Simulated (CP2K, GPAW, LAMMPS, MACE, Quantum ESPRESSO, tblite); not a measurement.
# CP2K on amorphous Ge (65 atoms): settings against a plane-wave reference, part 3 of 3

Aim: run amorphous Ge (65 atoms) in CP2K and see how near its forces come to a plane-wave reference, and at what cost.

Program: CP2K 2026.2; the method stands at each step. Banners, paths, timers and routine set-up lines are dropped from the logs unmarked, and long logs keep their key lines alone; longer cuts are marked.

So far. Step 6 (RPBE, PBE potentials, DZVP-UZH, 350/50 Ry …): Against the first run (16 %), the force difference from the reference is 16 %, at 1.0 times the CPU time; the model has changed, so this is no error of the program alone. Step 7 (PBE+rVV10L, DZVP-UZH, 350/50 Ry, diagonalisation): Against the first run (16 %), the force difference from the reference is 19 %, at 2.2 times the CPU time; the model has changed, so this is no error of the program alone.

## Step 8: PBE, DZVP-UZH, 175/50 Ry, diagonalisation

Method: Kohn-Sham DFT, PBE, GTH-PBE pseudopotentials, Gaussian and plane waves, DZVP-MOLOPT (UZH set), diagonalisation.

Input file input.inp:

```
&GLOBAL
  PROJECT cell
  RUN_TYPE ENERGY_FORCE
  PRINT_LEVEL LOW
&END GLOBAL
&FORCE_EVAL
  METHOD QS
  STRESS_TENSOR ANALYTICAL
  &DFT
    BASIS_SET_FILE_NAME BASIS_MOLOPT_UZH
    POTENTIAL_FILE_NAME POTENTIAL_UZH
    &MGRID
      CUTOFF 175
      REL_CUTOFF 50
    &END MGRID
    &QS
      EPS_DEFAULT 1.0E-12
    &END QS
    &SCF
      SCF_GUESS ATOMIC
      EPS_SCF 5.0E-06
      MAX_SCF 200
      ADDED_MOS 29
      &DIAGONALIZATION
        ALGORITHM STANDARD
      &END DIAGONALIZATION
      &SMEAR ON
        METHOD FERMI_DIRAC
        ELECTRONIC_TEMPERATURE [K] 580
      &END SMEAR
      &MIXING
        METHOD BROYDEN_MIXING
        ALPHA 0.15
        NBROYDEN 12
      &END MIXING
      &PRINT
        &RESTART OFF
        &END RESTART
      &END PRINT
    &END SCF
    &XC
      &XC_FUNCTIONAL PBE
      &END XC_FUNCTIONAL
    &END XC
    &PRINT
      &MULLIKEN ON
      &END MULLIKEN
      &HIRSHFELD ON
        SHAPE_FUNCTION DENSITY
      &END HIRSHFELD
      &MO ON
        EIGENVALUES T
        OCCUPATION_NUMBERS T
        MO_INDEX_RANGE 119 142
        &EACH
          QS_SCF 0
        &END EACH
        ADD_LAST NUMERIC
      &END MO
    &END PRINT
  &END DFT
  &SUBSYS
    &CELL
      A 11.61260 0.00000 0.00000
      B 0.00000 11.61260 0.00000
      C 0.00000 0.00000 11.61260
    &END CELL
    &COORD
[... 65 atom lines left out: the same atoms as in the first run ...]
    &END COORD
    &KIND Ge
      BASIS_SET DZVP-MOLOPT-PBE-GTH-q4
      POTENTIAL GTH-PBE-q4
    &END KIND
  &END SUBSYS
  &PRINT
    &FORCES ON
    &END FORCES
    &STRESS_TENSOR ON
    &END STRESS_TENSOR
  &END PRINT
&END FORCE_EVAL
```

On the command line:

```
OMP_NUM_THREADS=2 cp2k.psmp -i input.inp > output.txt
```

Numbers of over 12 decimals in the logs are rounded to 6 here.

What it wrote:

```text
CP2K| version string:                                       CP2K version 2026.2
 CP2K| Input file name                                                 input.inp
 GLOBAL| Basis set file name                                    BASIS_MOLOPT_UZH
 GLOBAL| Potential file name                                       POTENTIAL_UZH
 GLOBAL| Run type                                                   ENERGY_FORCE
 GLOBAL| Total number of message passing processes                             1
 GLOBAL| Number of threads for this process                                    2
 TOTAL NUMBERS AND MAXIMUM NUMBERS
  Total number of            - Atomic kinds:                                   1
                             - Atoms:                                         65
[... lines left out ...]
                        Smear method:                                FERMI_DIRAC
[... lines left out ...]
 Number of electrons:                                                        260
[... lines left out ...]
  Step     Update method      Time    Convergence         Total energy    Change
[... lines left out ...]
  *** SCF run converged in    16 steps ***
[... lines left out ...]
  Fermi energy:                                                 0.140059
  Total energy:                                              -254.915543
  Total energy (extrapolated to T->0):                       -254.913258
[... lines left out ...]
 MO| E(Fermi):            0.140059 a.u.          3.811210 eV
[... lines left out ...]
 !-----------------------------------------------------------------------------!
 !-----------------------------------------------------------------------------!
                           Hirshfeld Charges
  #Atom  Element  Kind  Ref Charge     Population                    Net charge
      1       Ge     1       4.000          4.012                        -0.012
      2       Ge     1       4.000          4.011                        -0.011
      3       Ge     1       4.000          3.997                         0.003
[...]
64       Ge     1       4.000          3.995                         0.005
     65       Ge     1       4.000          3.977                         0.023
  Total Charge                                                           -0.000
 !-----------------------------------------------------------------------------!
 ENERGY| Total FORCE_EVAL ( QS ) energy [hartree]           -254.915449
 FORCES| Atomic forces [hartree/bohr]
 FORCES|   Atom     x               y               z               |f|
 FORCES|      1 -8.88172524E-04  2.36012092E-03 -5.78198824E-03   6.30796395E-03
 FORCES|      2  5.15985940E-03  1.77267155E-03  2.92102687E-03   6.18861143E-03
 FORCES|      3 -1.26527466E-03  4.15088067E-03  1.16210061E-02   1.24047778E-02
[...]
FORCES|     64  5.79889278E-03 -3.12949347E-03 -1.17494357E-03   6.69338324E-03
 FORCES|     65  1.69091762E-03  4.20128254E-03 -4.25625615E-03   6.21495727E-03
 FORCES| Sum     6.10166418E-06 -2.50208663E-05 -2.29892013E-05
 FORCES| Total atomic force                                       3.45221296E-05
 STRESS| Analytical stress tensor [bar]
 STRESS|                        x                   y                   z
 STRESS|      x        3.32042969723E+04   1.13334311172E+04   1.41639712423E+04
 STRESS|      y        1.13334311172E+04   1.50918973379E+04  -2.45304146063E+03
 STRESS|      z        1.41639712423E+04  -2.45304146063E+03   1.21840180258E+04
 STRESS| 1/3 Trace                                             2.01600707786E+04
```

Elapsed: 56 s, on 2 threads of Arm Neoverse V1, shared host; peak memory 1 GiB.

Numbers from this run, and their distance from the reference:

| Property | Result |
| --- | --- |
| r.m.s. force component | 0.1912 eV/Å |
| r.m.s. difference of force components | 29.21 meV/Å |
| longest difference of force vectors | 98.92 meV/Å |
| force difference over r.m.s. force | 15.78 % |
| slope of forces against the reference's | 1.021 |
| correlation of force components | 0.9885 |
| pressure | 2.016 GPa |
| pressure difference | 0.7513 GPa |
| energy less the same-level run's | -0.0003 meV/atom |
| r.m.s. force difference from the same-level run | 0.148 meV/Å |

This is a coarse setting, run to see what it loses.

Against the first run (16 %), the force difference from the reference is 16 %, at 0.73 times the CPU time: the change moves forces by 0.15 meV/Å r.m.s., so most of the difference comes from elsewhere.

## Step 9: PBE, DZVP-UZH, 350/20 Ry, diagonalisation

Method: Kohn-Sham DFT, PBE, GTH-PBE pseudopotentials, Gaussian and plane waves, DZVP-MOLOPT (UZH set), diagonalisation.

input.inp, as its differences from that of step 8:

```diff
@@ -12,4 +12,4 @@
     &MGRID
-      CUTOFF 175
-      REL_CUTOFF 50
+      CUTOFF 350
+      REL_CUTOFF 20
     &END MGRID
@@ -67,5 +67,6 @@
     &END CELL
-    &COORD
-[... 65 atom lines left out: the same atoms as in the first run ...]
-    &END COORD
+    &TOPOLOGY
+      COORD_FILE_NAME structure.xyz
+      COORD_FILE_FORMAT XYZ
+    &END TOPOLOGY
     &KIND Ge
```

Input file structure.xyz:

```xyz
65

[... 65 atom lines left out: the same atoms as in the first run ...]
```

What it wrote:

```text
CP2K| version string:                                       CP2K version 2026.2
 CP2K| Input file name                                                 input.inp
 GLOBAL| Basis set file name                                    BASIS_MOLOPT_UZH
 GLOBAL| Potential file name                                       POTENTIAL_UZH
[... lines left out ...]
 Number of electrons:                                                        260
[... lines left out ...]
  Step     Update method      Time    Convergence         Total energy    Change
[... lines left out ...]
  *** SCF run converged in    16 steps ***
[... lines left out ...]
  Fermi energy:                                                 0.140049
  Total energy:                                              -254.921006
  Total energy (extrapolated to T->0):                       -254.918722
[... lines left out ...]
 MO| E(Fermi):            0.140049 a.u.          3.810938 eV
[... lines left out ...]
 ENERGY| Total FORCE_EVAL ( QS ) energy [hartree]           -254.920912
[... lines left out ...]
 FORCES|      1 -7.01712772E-04  2.81564663E-03 -5.73569387E-03   6.42794298E-03
 FORCES|      2  4.92880978E-03  1.82270003E-03  2.82303428E-03   5.96531003E-03
 FORCES|      3 -8.89795053E-04  4.42571985E-03  1.12955614E-02   1.21642278E-02
[...]
FORCES|     64  6.30157063E-03 -3.13765150E-03 -1.62835580E-03   7.22538525E-03
 FORCES|     65  1.75963732E-03  3.75669052E-03 -4.16072204E-03   5.87542807E-03
 FORCES| Sum    -2.77760574E-03  1.67843289E-03  6.70668855E-04
 FORCES| Total atomic force                                       3.31391420E-03
 STRESS| Analytical stress tensor [bar]
 STRESS|                        x                   y                   z
 STRESS|      x        3.40756083792E+04   1.13213965860E+04   1.42035853558E+04
 STRESS|      y        1.13213965860E+04   1.60387127503E+04  -2.46393538626E+03
 STRESS|      z        1.42035853558E+04  -2.46393538626E+03   1.29479641012E+04
 STRESS| 1/3 Trace                                             2.10207617436E+04
```

Elapsed: 56 s, on 2 threads; peak memory 2.2 GiB; 97 s of CPU time.

Numbers from this run, and their distance from the reference:

| Quantity | Value |
| --- | --- |
| r.m.s. force component | 0.1911 eV/Å |
| r.m.s. difference of force components | 31.75 meV/Å |
| longest difference of force vectors | 101.7 meV/Å |
| force difference over r.m.s. force | 17.15 % |
| slope of forces against the reference's | 1.018 |
| correlation of force components | 0.9863 |
| pressure | 2.102 GPa |
| pressure difference | 0.8374 GPa |
| energy less the same-level run's | -2.287 meV/atom |
| r.m.s. force difference from the same-level run | 14.21 meV/Å |

This is a coarse setting, run to see what it loses.

Against the first run (16 %), the force difference from the reference is 17 %, at 0.67 times the CPU time: the grid matters here.

## Step 10: All runs compared

Differences are against the plane-wave reference, forces as r.m.s. over components; share is that over the reference's r.m.s. force, slope the least-squares factor from reference forces to these. Total energies of different programs have different zeros and aren't compared.

| run | Δ force, r.m.s. (meV/Å) | share (%) | slope | Δ pressure (GPa) | cores | CPU time | memory (GiB) |
| --- | --- | --- | --- | --- | --- | --- | --- |
| reference | - | - | - | - | 1 | 14 min | 4.4 |
| CP2K PBE, DZVP-UZH, 350/50 Ry, diagonalisation | 29.2 | 15.8 | 1.021 | 0.751 | 2 | 2.4 min | 2.2 |
| CP2K PBE, TZV2P-UZH, 350/50 Ry, diagonalisation | 12.2 | 6.59 | 1.018 | 0.626 | 4 | 7.1 min | 4.8 |
| CP2K PBE, TZVP-MOLOPT (SR for Ge), 350/50 Ry, diagonalisation | 16.0 | 8.66 | 1.018 | 0.684 | 4 | 1.9 min | 3.6 |
| CP2K PBE, DZVP-UZH, 489/50 Ry, diagonalisation | 29.2 | 15.8 | 1.021 | 0.751 | 4 | 3.4 min | 4.9 |
| CP2K RPBE, PBE potentials, DZVP-UZH, 350/50 Ry, diagonalisation | 29.7 | 16.0 | 1.007 | 1.11 | 2 | 2.5 min | 2.1 |
| CP2K PBE+rVV10L, DZVP-UZH, 350/50 Ry, diagonalisation | 36.0 | 19.5 | 1.035 | 0.469 | 2 | 5.4 min | 3.9 |
| CP2K PBE, DZVP-UZH, 175/50 Ry, diagonalisation (coarse) | 29.2 | 15.8 | 1.021 | 0.751 | 2 | 1.8 min | 1.0 |
| CP2K PBE, DZVP-UZH, 350/20 Ry, diagonalisation (coarse) | 31.8 | 17.2 | 1.018 | 0.837 | 2 | 97 s | 2.2 |

Rows marked coarse were listed beforehand as settings not expected to be converged; some can still land near the reference.

CPU time is summed over cores on a shared host, where runs went side by side, so it is rough. Symmetry, cutoffs, thresholds, outputs and thread counts weren't matched or tuned between programs; memory under MPI is the largest rank's times the ranks.

Within one program, basis, potentials and functional, energies share a zero. Each run against its twin at the usual cutoff or grid and solver:

| run | twin | Δ energy (meV/atom) | Δ force, r.m.s. (meV/Å) | CPU time over the twin's |
| --- | --- | --- | --- | --- |
| CP2K PBE, DZVP-UZH, 489/50 Ry, diagonalisation | DZVP-UZH, 350/50 Ry, diagonalisation | 2.0e-4 | 0.028 | 1.4 (this twin ran on 2 cores) |
| CP2K PBE, DZVP-UZH, 175/50 Ry, diagonalisation | DZVP-UZH, 350/50 Ry, diagonalisation | -3.0e-4 | 0.148 | 0.73 |
| CP2K PBE, DZVP-UZH, 350/20 Ry, diagonalisation | DZVP-UZH, 350/50 Ry, diagonalisation | -2.29 | 14.2 | 0.67 |

## Step 11: Results

| Item | Value |
| --- | --- |
| nearest in forces | CP2K PBE, TZV2P-UZH, 350/50 Ry, diagonalisation, 6.6 % |
| its CPU time | 7.1 min |

The PBE runs in local orbitals, coarse settings apart, differ by 6.6 % (CP2K PBE, TZV2P-UZH, 350/50 Ry, diagonalisation) to 16 % (CP2K PBE, DZVP-UZH, 350/50 Ry, diagonalisation); basis, grid and potentials can all enter. Rows with another functional or a dispersion term differ by 16 % (CP2K RPBE, PBE potentials, DZVP-UZH, 350/50 Ry, diagonalisation) to 19 % (CP2K PBE+rVV10L, DZVP-UZH, 350/50 Ry, diagonalisation), which mixes the change of model with differences of basis and potentials, some of them made for another functional. Runs with settings chosen to be coarse differ by 16 % (CP2K PBE, DZVP-UZH, 175/50 Ry, diagonalisation) to 17 % (CP2K PBE, DZVP-UZH, 350/20 Ry, diagonalisation), their programs' other errors included. Of the electronic-structure runs that take under half the reference's CPU time, CP2K PBE, TZV2P-UZH, 350/50 Ry, diagonalisation comes nearest, at 6.6 % in 7.1 min against 14 min. The potentials hold different valence shells: 910 electrons in the reference, 260 in CP2K with TZVP-MOLOPT; this bears on time and differences. The reference's pressure holds the uncorrected Pulay stress of its 45 Ry basis, so small pressure differences, and their order, may be the reference's own error. The quench rate of 5 K/ps is many orders above laboratory rates, so the cell is likely richer in defects and strain than a real sample. The network of bonds at the start is that of the classical potential that made the cell, and needn't be the one that DFT or experiment would give. The electronic-structure runs sample only Γ, in a cell whose shortest periodic width is 12 Å, which is coarse for a cell with partly filled levels.

[Also dropped from logs without a mark: logging warnings of Python, and SIESTA's first energy breakdown and zero terms.]

[Logs are printed without paths, hosts, clocks, repeated set-up lines and the standing remarks that a program may print on its own settings, such as how far it seeks lower states.]

[Hosts, paths, dates, database ids (printed as entryN), source tags and the programs' standing remarks are cut or masked in the printed files.]
